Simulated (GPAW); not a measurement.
# B K ELNES/XANES of BAs (F-43m) from DFT, part 2 of 2

How does the B K edge of BAs (F-43m) move when the bonds are compressed or stretched?

GPAW 26.7.0; X-ray absorption from dipole matrix elements to empty bands, plane-wave PAW PBE.

So far. Step 8 (Spectrum with FCH, B atom 2): The scaled spectrum changes by 6 % r.m.s. The highest intensity below 16 eV goes from 1.8 eV (2.34) to 1.9 eV (2.24). Step 10 (Spectrum with FCH, B atom 2): Against the first run the r.m.s. difference is 6 %. The highest intensity below 16 eV goes from 1.8 eV (2.34) to 1.6 eV (2.44).

## 12. Spectrum with FCH, B atom 2

Changed against the first core-hole run: volume scale from 1 to 1.06.

xas.py

```python
import numpy as np
from ase import Atoms
from ase.parallel import parprint, paropen
from gpaw import GPAW, PW, FermiDirac, Mixer, MixerDif, setup_paths
from gpaw.test import gen
setup_paths.insert(0, '.')
gen('B', name='fch1s', xcname='PBE', corehole=(1, 0, 1), write_xml=True)
from gpaw.mpi import world
world.barrier()

atoms = Atoms('As6B6',
    cell=[[-2.43534523, -2.43534523, -4.87069045],
     [-2.43534523, -2.43534523, 4.87069045],
     [-2.43534523, 4.87069045, 2.43534523]],
    scaled_positions=[[0.875, 0.625, 0],
     [0.54166667, 0.625, 0.33333333],
     [0.375, 0.125, 0],
     [0.20833333, 0.625, 0.66666667],
     [0.04166667, 0.125, 0.33333333],
     [0.70833333, 0.125, 0.66666667],
     [0, 0, 0],
     [0.66666667, 0, 0.33333333],
     [0.5, 0.5, 0],
     [0.33333333, 0, 0.66666667],
     [0.16666667, 0.5, 0.33333333],
     [0.83333333, 0.5, 0.66666667]],
    pbc=True)
atoms.calc = calc = GPAW(legacy_gpaw=True, mode=PW(430, force_complex_dtype=True), xc='PBE', setups={6: 'fch1s'},
    kpts={'size': (4, 3, 4), 'gamma': True}, occupations=FermiDirac(0.02),
    charge=0, mixer=Mixer(0.1, 5, 50), maxiter=150,
    convergence={'density': 0.0001, 'eigenstates': 1e-6}, txt='scf.txt')
energy = atoms.get_potential_energy() + calc.get_reference_energy()
ef = calc.get_fermi_level()
out = dict(energy=energy, fermi=ef, forces=atoms.get_forces().tolist())
parprint(f'all-electron energy {energy:.4f} eV, Fermi level {ef:.4f} eV')
ev = np.array([[calc.get_eigenvalues(k, s) for k in range(len(calc.get_ibz_k_points()))] for s in range(calc.get_number_of_spins())])
out['homo'], out['lumo'], out['counts'] = ev[ev < ef].max(), ev[ev > ef].min(), sorted(set((ev < ef).sum((0, 2)).tolist()))
out['filled'] = (ev[:, 0] < ef).sum(1).tolist()

from ase.units import Ha
from gpaw.xas import dipole_matrix_elements
nb = int(calc.get_number_of_electrons() / 2) + 106
top, nb = nb, nb + 8 + nb // 12
nscf = calc.fixed_density(kpts={'size': (5, 5, 5), 'gamma': True}, nbands=nb,
    convergence={'bands': top, 'eigenstates': 5e-3}, maxiter=60, txt='nscf.txt')
cell = atoms.cell.array
ops = [cell.T @ U.T @ np.linalg.inv(cell.T) for U in nscf.wfs.kd.symmetry.op_scc]
filled = [24]  # bands filled in the ground state, by spin
E = np.arange(-6, 34, 0.1)
fwhm = np.interp(E, [4, 25], [0.9, 3.5])
Y, X, zero, highest = 0, 0, 1e9, 1e9
for spin in range(nscf.get_number_of_spins()):
    wfs = nscf.wfs
    mine = wfs.bd.get_slice()  # this rank's bands
    A = dipole_matrix_elements(wfs.setups[6])
    eps = np.zeros((wfs.kd.nibzkpts, nb))
    d = np.zeros((3, A.shape[1], wfs.kd.nibzkpts, nb), complex)
    for kpt in wfs.kpt_u:
        if kpt.s == spin and 6 in kpt.P_ani:
            eps[kpt.k, mine] = kpt.eps_n * Ha
            d[:, :, kpt.k, mine] = (kpt.weight * wfs.nspins / 2) ** 0.5 * np.inner(A, kpt.P_ani[6])
    world.sum(eps)
    world.sum(d)
    T = np.einsum('amkn,bmkn->abkn', d, d.conj()).real
    T = sum(np.einsum('ai,ijkn,bj->abkn', R, T, R) for R in ops) / len(ops)
    empty = np.ones_like(eps, bool) & (np.arange(nb) >= filled[spin])
    zero, highest = min(zero, eps[empty].min()), min(highest, eps[:, top - 1].min())
    lines = [(eps, T, empty)] if spin == 0 else lines + [(eps, T, empty)]
for eps, T, empty in lines:
    f = np.einsum('aakn->akn', T).reshape(3, -1)
    x = eps.ravel() - zero
    w = np.interp(x, E, fwhm) / 2.35482
    g = np.exp(-0.5 * ((E[:, None] - x) / w) ** 2) / (w * (2 * np.pi) ** 0.5)
    Y = Y + (f * empty.ravel()) @ g.T
    X = X + (f * ~empty.ravel()) @ g.T
out.update(E=E.round(2).tolist(), xas=Y.tolist(), xes=X.tolist(), zero=zero, valid=highest - zero, nk=len(eps), nb=nb)
for i in range(0, len(E), 10):
    parprint(f'{E[i]:7.2f}', *(f'{v:10.3e}' for v in Y[:, i]))
import json
with paropen('out.json', 'w') as f:
    json.dump(out, f)
```

Command:

```bash
> OMP_NUM_THREADS=1 mpirun -n 4 gpaw python xas.py
```

Run time: 97 s. Hardware: 4 MPI ranks of INTEL XEON PLATINUM 8581C at 2.10GHz (Emerald Rapids), shared host; peak memory 0.49 GiB; 6.4 min of CPU time.

```csv
E (eV),first run,this run
-2.0,0.00,0.00
-1.0,0.00,0.00
0.0,0.22,0.30
1.0,1.77,2.21
2.0,2.31,2.37
3.0,1.90,2.05
4.0,1.97,1.88
5.0,1.45,1.36
6.0,1.21,1.12
7.0,1.13,1.13
8.0,0.99,0.83
9.0,0.94,0.95
10.0,1.09,1.02
11.0,0.78,0.56
12.0,0.44,0.46
13.0,0.55,0.68
14.0,0.71,0.72
15.0,0.68,0.50
16.0,0.46,0.30
17.0,0.32,0.31
18.0,0.34,0.41
19.0,0.44,0.54
20.0,0.57,0.67
21.0,0.68,0.74
22.0,0.72,0.72
23.0,0.70,0.66
24.0,0.65,0.62
25.0,0.62,0.61
26.0,0.61,0.59
27.0,0.60,0.57
28.0,0.58,0.57
```

Against the first run the r.m.s. difference is 12 %. The highest intensity below 16 eV goes from 1.8 eV (2.34) to 1.5 eV (2.55).

The photon energy of the zero moves by +0.18 eV.

## 13. The volumes side by side

```csv
volume,nearest distance (Å),shift of the zero (eV),maximum 1 (eV above own zero),maximum 2 (eV above own zero),maximum 3 (eV above own zero),maximum 4 (eV above own zero)
0.94,2.026,-0.20,2.1,3.9,10.2,15.4
0.97,2.048,-0.10,1.9,3.7,10.1,14.9
1,2.069,+0.00,1.8,3.6,9.9,14.4
1.03,2.089,+0.09,1.6,3.5,9.8,14.0
1.06,2.109,+0.18,1.5,3.4,9.6,13.6
```

The curves, each shifted by its zero's change so that they share one photon-energy axis, counted from the zero at V × 1:

```csv
E (eV),V × 0.94,V × 0.97,V × 1,V × 1.03,V × 1.06
-2.0,0.00,0.00,0.00,0.00,0.00
-1.0,0.00,0.00,0.00,0.00,0.00
0.0,0.31,0.26,0.22,0.18,0.15
1.0,1.63,1.70,1.77,1.83,1.89
2.0,2.15,2.23,2.31,2.39,2.46
3.0,1.77,1.84,1.90,1.95,1.99
4.0,1.91,1.95,1.97,1.99,1.99
5.0,1.47,1.46,1.45,1.43,1.43
6.0,1.28,1.24,1.21,1.18,1.15
7.0,1.11,1.12,1.13,1.13,1.14
8.0,1.08,1.04,0.99,0.94,0.87
9.0,0.99,0.97,0.94,0.92,0.90
10.0,1.12,1.11,1.09,1.07,1.06
11.0,0.92,0.85,0.78,0.71,0.64
12.0,0.51,0.47,0.44,0.43,0.44
13.0,0.47,0.50,0.55,0.60,0.65
14.0,0.62,0.67,0.71,0.73,0.73
15.0,0.70,0.71,0.68,0.63,0.55
16.0,0.63,0.55,0.46,0.38,0.32
17.0,0.42,0.36,0.32,0.30,0.30
18.0,0.33,0.33,0.34,0.37,0.39
19.0,0.38,0.41,0.44,0.48,0.51
20.0,0.48,0.53,0.57,0.61,0.65
21.0,0.60,0.65,0.68,0.71,0.73
22.0,0.69,0.71,0.72,0.73,0.72
23.0,0.71,0.71,0.70,0.69,0.67
24.0,0.68,0.67,0.65,0.64,0.63
25.0,0.64,0.63,0.62,0.61,0.61
26.0,0.62,0.61,0.61,0.60,0.59
27.0,0.61,0.60,0.60,0.59,0.58
28.0,0.60,0.59,0.58,0.57,0.57
```

## 14. Outcome

```yaml
absorber_and_edge: B K, atom 2 of the ground-state input (counted from 1)
surroundings: 4 As at 2.07 Å (tetrahedral, site symmetry -43m)
highest_intensity_below_16_ev: 1.8 eV above the zero, height 2.34
photon_energy_of_the_zero_with_the_added_terms: 189.1 eV (raw 194.6 eV; uncertain by a few eV)
```

From V × 0.94 to V × 1.06 the nearest distance grows by 0.083 Å and the zero moves by +0.38 eV. Above their own zero, the maxima move from 2.1 to 1.5 eV, from 3.9 to 3.4 eV, from 10.2 to 9.6 eV and from 15.4 to 13.6 eV. The one highest in energy moves most, in the direction that the rule ΔE·R² ≈ constant for scattering resonances gives. The B K edge of atom 2, with 4 As at 2.07 Å (tetrahedral, site symmetry -43m), has its highest intensity of the first 16 eV at 1.8 eV above the zero, near 191 eV in photon energy (uncertain by a few eV), 2.3 times the mean level of the first 20 eV (Gaussian full width 0.9 eV up to 4 eV, rising linearly to 3.5 eV at 25 eV). The holes are only 5.9 Å apart, so the shape is probably not converged with cell size; no larger cell was run here. The mesh is coarse (0.26 Å⁻¹ between points), so small maxima may be mesh ripples. Lifetime broadening is put in by hand, and intensities beyond about 20 eV depend on it and on the partial waves; weight that the partial waves miss at high energy is lost. The structure is a published determination, not relaxed.

[Logs are printed without paths, hosts, clocks, repeated set-up lines and the standing remarks that a program may print on its own settings, such as how far it seeks lower states.]

[Hosts, paths, dates, database ids (printed as entryN), source tags and the programs' standing remarks are cut or masked in the printed files.]

[Lists of maxima count a maximum above −3 eV only where it reaches 4 % of the highest in the window and stands out from its surroundings by 2 % of it (1.5 % where it reaches 55 %); shoulders and weaker maxima are passed over, and of the rest the first, up to two pre-edge ones and the few strongest are named.]
